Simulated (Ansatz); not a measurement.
**How TiC (Fm-3m) expands on warming**

How much does TiC expand with temperature?

Measurements to reproduce:
- heat capacity C_P per formula unit 33.9 J/mol/K near room temperature (given in “High-Throughput Prediction of Finite-Temperature Properties using the Quasi-Harmonic Approximation”, 2016, arXiv:1603.06924)

Program: Ansatz 0.2.0. Level of theory: DFT PBEsol, scalar-relativistic, plane waves, PAW. Results are calculated unless marked as measured.

Most raw output is cut from this account.

The database entry behind the starting cell differs from later determinations by our own check (0.1 to 0.3 % short, probably kX units), so it need not match the best structure at ambient conditions.

### Step 1. The starting structure

Symmetry: Fm-3m, No. 225, cubic system. Conventional cell: a = 4.319 Å, b = 4.319 Å, c = 4.319 Å, α = 90.00°, β = 90.00°, γ = 90.00°. Nearest to Ti lie 6 C at 2.16 Å. C has 6 Ti at 2.16 Å nearest. Farther neighbours are not listed.

### Step 2. A first coarse run

A cheap single point shows whether the cell is a metal or an insulator and how far it is from rest; that sets the k-mesh and the occupations of what follows.

input.yaml

```yaml
crystal:
  lattice:
    - [0.0, 2.1593, 2.1593]
    - [2.1593, 0.0, 2.1593]
    - [2.1593, 2.1593, 0.0]
  atoms:
    - { symbol: Ti, position: [0.0, 0.0, 0.0] }
    - { symbol: C, position: [0.5, 0.5, 0.5] }
kpoints:
  mp_grid: { grid: [8, 8, 8] }
hamiltonian:
  xc: pbesol
scf:
  occupations: { method: gaussian, width: 0.1 }
  lower_state_search: "off"
output:
  forces: true
  stress: true
  eigenvalues: true
```

Launch:

```console
$ ansatz run input.yaml --threads 8 --pin off --max-ram 16384MiB --backend cpu --events-out ev --progress --plain --runs-dir out
```

The job ended after 0.84 s (8 threads of Arm Neoverse V1, shared host; peak memory 0.29 GiB).

This step gave:

```yaml
pressure: -4.535 GPa
volume_per_atom: 10.07 Å³/atom
gap_on_the_k_mesh: 0 eV
```

The start is under -4.5 GPa at this level and looks like a metal on this mesh.

### Step 3. Finding the static equilibrium

The vibrations must be taken about the equilibrium of this functional, not about the starting cell, so the structure is relaxed.

Changes to input.yaml since step 2:

```diff
@@ -9,3 +9,3 @@
 kpoints:
-  mp_grid: { grid: [8, 8, 8] }
+  mp_grid: { grid: [16, 16, 16] }
 hamiltonian:
@@ -19 +19,6 @@
   eigenvalues: true
+relax:
+  adjacent_minimum: "off"
+  f_tol: 0.005
+  max_steps: 80
+  cell: { stress_tol: 0.05 }
```

Run time: 1.9 s. Hardware: 8 threads; peak memory 0.36 GiB; 11 s of CPU time.

Relaxation path:

| step | energy less that of the first step (eV) | largest force component (eV/Å) | pressure (GPa) | volume (Å³) |
| --- | --- | --- | --- | --- |
| 1 | 0.0000 | 0.0000 | -4.56 | 20.14 |
| 2 | -0.0055 | 0.0000 | -0.54 | 19.83 |
| 3 | -0.0056 | 0.0000 | 0.01 | 19.78 |
| 4* | -0.0051 | 0.0000 | -0.02 | 19.78 |

Relaxation steps marked * repeat the geometry before them on a plane-wave basis chosen anew for their cell, so energy and pressure can jump there.

Forces are held to the 48 operations that the run works with; a distortion that breaks them can't arise in this run.

| conventional cell, symmetrised | before | after | change |
| --- | --- | --- | --- |
| a (Å) | 4.319 | 4.293 | -0.6 % |
| b (Å) | 4.319 | 4.293 | -0.6 % |
| c (Å) | 4.319 | 4.293 | -0.6 % |
| volume (Å³/atom) | 10.07 | 9.89 | -1.7 % |

Final coordinates:

```xyz
2
Lattice="0.0000 2.1467 2.1467 2.1467 0.0000 2.1467 2.1467 2.1467 0.0000" Properties=species:S:1:pos:R:3 pbc="T T T"
Ti    0.0000    0.0000    0.0000
C     2.1467    2.1467    2.1467
```

Numbers from this step:

```
pressure        : -0.02323 GPa
volume per atom : 9.892 Å³/atom
```

The relaxation ends with a pressure of -0.02 GPa.

### Step 4. Tight relaxation

The relaxation is repeated with tighter thresholds on force and stress, since phonons are sensitive to what is left; a change of mesh or smearing in the input moves the cell too.

input.yaml

```yaml
crystal:
  lattice:
    - [0.0, 2.1466778628, 2.1466778628]
    - [2.1466778628, 0.0, 2.1466778628]
    - [2.1466778628, 2.1466778628, 0.0]
  atoms:
    - { symbol: Ti, position: [0.0, 0.0, 0.0] }
    - { symbol: C, position: [0.5, 0.5, 0.5] }
kpoints:
  mp_grid: { grid: [16, 16, 16] }
hamiltonian:
  xc: pbesol
scf:
  occupations: { method: methfessel_paxton, width: 0.2 }
  lower_state_search: "off"
output:
  forces: true
  stress: true
  eigenvalues: true
  write_density: true
  write_potential: true
  elf: true
  volumetric_format: npy
relax:
  adjacent_minimum: "off"
  f_tol: 0.001
  max_steps: 60
  cell: { stress_tol: 0.01 }
```

Run time: 1.4 s. Hardware: 8 threads; peak memory 0.36 GiB.

Little changed from the start: no atom moved by 0.005 Å and no cell edge by 0.1 %.

This step gave:

| Item | Value |
| --- | --- |
| pressure | -0.002843 GPa |

Valence density in the ac plane of the conventional cell at fractional y = 0.000, with atoms of Ti and C within 0.2 Å of it. It is the smooth field of the valence electrons, not physical close to the nuclei.

Ten even steps from '_' (0.23 × 1e0 e/Å³) to '@' (9.84 × 1e0 e/Å³), each cell a mean:
```
@@**..______......______--##
==::__________..________..--
____________________________
____________________________
____________..::..__________
....______::**##==..______..
....______==@@@@##::____....
....______--##@@**..______..
..________..--==::__________
____________________________
____________________________
::..______________________..
##==..______......______::**
@@##::____........______==@@
```
Columns run along a (4.3 Å), rows up along c (4.3 Å), edges of the conventional cell, whose origin can differ from the input's. Atoms in or near the plane, at fractional coordinates: Ti at (0.00, 0.00), Ti at (0.50, 0.50), C at (0.50, 0.00), C at (0.00, 0.50).

ELF in the ac plane of the conventional cell at fractional y = 0.000, with atoms of Ti and C within 0.2 Å of it. It is the smooth field of the valence electrons, not physical close to the nuclei.

Ten even steps from '0' (0.11) to '9' (0.76), each cell a mean:
```
26527943794364
76217999994146
31014777762013
54321123211244
99830256411699
68941665642797
06953720563793
37943642652794
99941467621799
77620133101477
32112445432112
64116999983025
56427976894166
05637930695372
```
Columns run along a (4.3 Å), rows up along c (4.3 Å), edges of the conventional cell, whose origin can differ from the input's. Atoms in or near the plane, at fractional coordinates: Ti at (0.00, 0.00), Ti at (0.50, 0.50), C at (0.50, 0.00), C at (0.00, 0.50).

Electrostatic potential energy in the ac plane of the conventional cell at fractional y = 0.000, with atoms of Ti and C within 0.2 Å of it. With pseudopotentials it is smooth inside the atoms' cores, unlike the true potential.

Ten even steps from '_' (-47 eV) to '@' (15 eV), each cell a mean:
```
--==++%%@@**..__--%%@@##==--
==++##@@@@%%**++##@@@@%%**==
####@@@@@@@@@@%%@@@@@@@@%%##
@@@@@@@@@@@@%%%%%%@@@@@@@@@@
##%%@@@@@@##++++**%%@@@@@@%%
..++%%@@##++======**%%@@##--
__..##@@##==----==++%%%%++__
__--%%@@##==----==++%%@@**..
++##@@@@%%**====++##@@@@%%**
%%@@@@@@@@%%######@@@@@@@@@@
%%%%@@@@@@@@@@@@@@@@@@@@@@%%
++**%%@@@@@@%%##%%@@@@@@##++
====**%%@@##--..++%%@@##++==
--==++%%%%++____..##@@##==--
```
Columns run along a (4.3 Å; values clipped at the 3rd and 97th percentile), rows up along c (4.3 Å), edges of the conventional cell, whose origin can differ from the input's. Atoms in or near the plane, at fractional coordinates: Ti at (0.00, 0.00), Ti at (0.50, 0.50), C at (0.50, 0.00), C at (0.00, 0.50).

The residual pressure is -0.0028 GPa, small enough for phonons.

### Step 5. The quasi-harmonic study, cutoff 487.2 eV, k-mesh 16×16×16

Thermal expansion follows from how the free energy of the vibrations (and of the electrons in a metal) changes with strain, so the program makes strained cells, their phonons and a fit in one run.

input.yaml, the sections that differ from step 4:

```yaml
crystal:
  lattice:
    - [0.0, 2.146623836, 2.146623836]
    - [2.146623836, 0.0, 2.146623836]
    - [2.146623836, 2.146623836, 0.0]
  atoms:
    - { symbol: Ti, position: [0.0, 0.0, 0.0] }
    - { symbol: C, position: [0.5, 0.5, 0.5] }
output:
  eigenvalues: true
phonons:
  method: dfpt
  qmesh: [2, 2, 2]
  temperatures: { t_max: 1200.0, t_step: 50 }
  thermal_expansion: {}
# kpoints, hamiltonian, scf: as in step 4
# relax: removed
```

Run time: 2.3 min. Hardware: 8 threads; peak memory 1.2 GiB; 15 min of CPU time.

This step gave:

| Quantity | Value |
| --- | --- |
| pressure | -0.02025 GPa |
| volume expansion coefficient at 298 K | 17.86 1e-6/K |
| C_P at 298 K | 17.32 J/mol-atom/K |
| entropy at 298 K | 12.24 J/mol-atom/K |
| isothermal bulk modulus at 298 K | 257.1 GPa |
| Grüneisen parameter at 298 K | 1.609 |
| volume at 298 K | 9.992 Å³/atom |
| principal linear expansion coefficients at 298 K | 5.952, 5.952, 5.952 1e-6/K |

Strained cells of the study; zero-point energy where phonons were solved; the pressures are stresses at a fixed cutoff and can carry an offset from the finite basis. Expansion cells, by row:

| cell | \|a\| (Å) | \|b\| (Å) | \|c\| (Å) | V (Å³/atom) | E - E_lowest (meV/atom) | pressure, compression positive (GPa) | gap (eV) | zero-point energy (meV/atom) |
| --- | --- | --- | --- | --- | --- | --- | --- | --- |
| 1 | 3.036 | 3.036 | 3.036 | 9.892 | 0.001 | -0.057 | - | - |
| 2 | 3.06 | 3.06 | 3.06 | 10.13 | 4.673 | -6.148 | - | - |
| 3 | 3.012 | 3.012 | 3.012 | 9.658 | 4.763 | 6.644 | - | - |
| 4 | 3.036 | 3.036 | 3.036 | 9.893 | 0 | -0.088 | - | 84.07 |
| 5 | 3.051 | 3.051 | 3.051 | 10.04 | 1.876 | -3.967 | - | 82.17 |
| 6 | 3.066 | 3.066 | 3.066 | 10.19 | 6.966 | -7.432 | - | 80.38 |
| 7 | 3.08 | 3.08 | 3.08 | 10.33 | 15.45 | -10.79 | - | 78.54 |
| 8 | 3.006 | 3.006 | 3.006 | 9.601 | 7.445 | 8.399 | - | - |
| 9 | 3.021 | 3.021 | 3.021 | 9.746 | 1.82 | 4.031 | - | - |
| 10 | 3.103 | 3.103 | 3.103 | 10.56 | 34.16 | -15.44 | - | - |

Quasi-harmonic; a, b, c are the run's own cell vectors. Expansion, by row:

| T (K) | a (Å) | b (Å) | c (Å) | alpha (deg) | beta (deg) | gamma (deg) | cell volume (Å³/cell) | alpha_a (1e-6/K) | alpha_b (1e-6/K) | alpha_c (1e-6/K) | alpha_V (1e-6/K) | C_P (J/mol-atom/K) | C_V (J/mol-atom/K) | S (J/mol-atom/K) | B_T (GPa) | B_S (GPa) | Grueneisen | extrapolation | fit error (1e-6/K) |
| --- | --- | --- | --- | --- | --- | --- | --- | --- | --- | --- | --- | --- | --- | --- | --- | --- | --- | --- | --- |
| 0 | 3.044 | 3.044 | 3.044 | 60 | 60 | 60 | 19.94 | 0 | 0 | 0 | 0 | 0 | 0 | 0 | 261.6 | 261.6 | - | 0 | 0 |
| 50 | 3.044 | 3.044 | 3.044 | 60 | 60 | 60 | 19.94 | 0.14 | 0.14 | 0.14 | 0.43 | 0.398 | 0.398 | 0.111 | 261.6 | 261.6 | 1.685 | 0 | 0 |
| 100 | 3.044 | 3.044 | 3.044 | 60 | 60 | 60 | 19.94 | 1.31 | 1.31 | 1.31 | 3.93 | 3.609 | 3.607 | 1.218 | 261.3 | 261.5 | 1.708 | 0 | 0 |
| 150 | 3.044 | 3.044 | 3.044 | 60 | 60 | 60 | 19.94 | 2.83 | 2.83 | 2.83 | 8.49 | 7.995 | 7.978 | 3.509 | 260.6 | 261.2 | 1.666 | 0 | 0 |
| 200 | 3.045 | 3.045 | 3.045 | 60 | 60 | 60 | 19.95 | 4.16 | 4.16 | 4.16 | 12.49 | 11.96 | 11.91 | 6.37 | 259.6 | 260.7 | 1.636 | 0 | 0 |
| 250 | 3.045 | 3.045 | 3.045 | 60 | 60 | 60 | 19.97 | 5.2 | 5.2 | 5.2 | 15.6 | 15.07 | 14.97 | 9.388 | 258.4 | 260.1 | 1.619 | 0 | 0 |
| 298.1 | 3.046 | 3.046 | 3.046 | 60 | 60 | 60 | 19.98 | 5.95 | 5.95 | 5.95 | 17.86 | 17.32 | 17.17 | 12.24 | 257.1 | 259.4 | 1.609 | 0 | 0 |
| 300 | 3.046 | 3.046 | 3.046 | 60 | 60 | 60 | 19.98 | 5.98 | 5.98 | 5.98 | 17.93 | 17.39 | 17.24 | 12.35 | 257.1 | 259.3 | 1.609 | 0 | 0 |
| 350 | 3.047 | 3.047 | 3.047 | 60 | 60 | 60 | 20 | 6.56 | 6.56 | 6.56 | 19.68 | 19.11 | 18.91 | 15.17 | 255.7 | 258.5 | 1.603 | 0 | 0 |
| 400 | 3.048 | 3.048 | 3.048 | 60 | 60 | 60 | 20.02 | 7.01 | 7.01 | 7.01 | 21.02 | 20.41 | 20.14 | 17.81 | 254.2 | 257.6 | 1.6 | 0 | 0 |
| 450 | 3.049 | 3.049 | 3.049 | 60 | 60 | 60 | 20.05 | 7.36 | 7.36 | 7.36 | 22.07 | 21.4 | 21.06 | 20.27 | 252.7 | 256.7 | 1.599 | 0 | 0.01 |
| 500 | 3.05 | 3.05 | 3.05 | 60 | 60 | 60 | 20.07 | 7.64 | 7.64 | 7.64 | 22.93 | 22.17 | 21.77 | 22.57 | 251.2 | 255.8 | 1.598 | 0 | 0.01 |
| 550 | 3.051 | 3.051 | 3.051 | 60 | 60 | 60 | 20.09 | 7.88 | 7.88 | 7.88 | 23.63 | 22.79 | 22.32 | 24.71 | 249.6 | 254.8 | 1.599 | 0 | 0.01 |
| 600 | 3.053 | 3.053 | 3.053 | 60 | 60 | 60 | 20.12 | 8.08 | 8.08 | 8.08 | 24.24 | 23.3 | 22.77 | 26.72 | 248 | 253.8 | 1.6 | 0 | 0.01 |
| 650 | 3.054 | 3.054 | 3.054 | 60 | 60 | 60 | 20.14 | 8.26 | 8.26 | 8.26 | 24.77 | 23.72 | 23.12 | 28.6 | 246.4 | 252.8 | 1.601 | 0 | 0.01 |
| 700 | 3.055 | 3.055 | 3.055 | 60 | 60 | 60 | 20.17 | 8.42 | 8.42 | 8.42 | 25.25 | 24.08 | 23.41 | 30.37 | 244.8 | 251.7 | 1.603 | 0 | 0.01 |
| 750 | 3.057 | 3.057 | 3.057 | 60 | 60 | 60 | 20.19 | 8.56 | 8.56 | 8.56 | 25.69 | 24.39 | 23.66 | 32.04 | 243.1 | 250.7 | 1.605 | 0 | 0.01 |
| 800 | 3.058 | 3.058 | 3.058 | 60 | 60 | 60 | 20.22 | 8.7 | 8.7 | 8.7 | 26.09 | 24.67 | 23.87 | 33.62 | 241.5 | 249.6 | 1.607 | 0 | 0.01 |
| 850 | 3.059 | 3.059 | 3.059 | 60 | 60 | 60 | 20.24 | 8.82 | 8.82 | 8.82 | 26.47 | 24.92 | 24.05 | 35.13 | 239.8 | 248.5 | 1.609 | 0 | 0.01 |
| 900 | 3.061 | 3.061 | 3.061 | 60 | 60 | 60 | 20.27 | 8.95 | 8.95 | 8.95 | 26.84 | 25.14 | 24.2 | 36.56 | 238.1 | 247.4 | 1.612 | 0 | 0.01 |
| 950 | 3.062 | 3.062 | 3.062 | 60 | 60 | 60 | 20.3 | 9.06 | 9.06 | 9.06 | 27.19 | 25.35 | 24.34 | 37.92 | 236.4 | 246.3 | 1.614 | 0 | 0.01 |
| 1000 | 3.063 | 3.063 | 3.063 | 60 | 60 | 60 | 20.33 | 9.18 | 9.18 | 9.18 | 27.54 | 25.55 | 24.46 | 39.23 | 234.7 | 245.1 | 1.617 | 0 | 0.01 |
| 1050 | 3.065 | 3.065 | 3.065 | 60 | 60 | 60 | 20.35 | 9.29 | 9.29 | 9.29 | 27.88 | 25.73 | 24.57 | 40.48 | 232.9 | 244 | 1.62 | 0 | 0.01 |
| 1100 | 3.066 | 3.066 | 3.066 | 60 | 60 | 60 | 20.38 | 9.41 | 9.41 | 9.41 | 28.22 | 25.91 | 24.67 | 41.68 | 231.2 | 242.8 | 1.623 | 0 | 0.01 |
| 1150 | 3.068 | 3.068 | 3.068 | 60 | 60 | 60 | 20.41 | 9.52 | 9.52 | 9.52 | 28.55 | 26.08 | 24.76 | 42.84 | 229.4 | 241.7 | 1.626 | 0 | 0.01 |
| 1200 | 3.069 | 3.069 | 3.069 | 60 | 60 | 60 | 20.44 | 9.63 | 9.63 | 9.63 | 28.89 | 26.25 | 24.85 | 43.95 | 227.7 | 240.5 | 1.629 | 0 | 0.02 |

Expansion coefficient against temperature; values in 1e-6/K:

| temperature (K) | volume | principal 1 |
| --- | --- | --- |
| 0 | 0 | 0 |
| 50 | 0.43 | 0.14 |
| 100 | 3.93 | 1.31 |
| 150 | 8.49 | 2.83 |
| 200 | 12.5 | 4.16 |
| 250 | 15.6 | 5.2 |
| 298 | 17.9 | 5.95 |
| 300 | 17.9 | 5.98 |
| 350 | 19.7 | 6.56 |
| 400 | 21.0 | 7.01 |
| 450 | 22.1 | 7.36 |
| 500 | 22.9 | 7.64 |
| 550 | 23.6 | 7.88 |
| 600 | 24.2 | 8.08 |
| 650 | 24.8 | 8.26 |
| 700 | 25.2 | 8.42 |
| 750 | 25.7 | 8.56 |
| 800 | 26.1 | 8.7 |
| 850 | 26.5 | 8.82 |
| 900 | 26.8 | 8.95 |
| 950 | 27.2 | 9.06 |
| 1000 | 27.5 | 9.18 |
| 1050 | 27.9 | 9.29 |
| 1100 | 28.2 | 9.41 |
| 1150 | 28.6 | 9.52 |
| 1200 | 28.9 | 9.63 |

At 298 K the volume expansion is 17.9 × 10⁻⁶/K and B_T is 257 GPa. The q-mesh is coarse, so this is a first estimate. The program raised the cutoff to 487.2 eV by itself: with no cutoff typed, the study takes about 1.16 times the default for its relaxations and scales it with the volume for the phonons.

[end of part 1 of 2]

[Logs are printed without paths, hosts, clocks, repeated set-up lines and the standing remarks that a program may print on its own settings, such as how far it seeks lower states.]

[Hosts, paths, dates, database ids (printed as entryN), source tags and the programs' standing remarks are cut or masked in the printed files.]

[A step with changed settings may run another functional than the one named; its input shows which.]
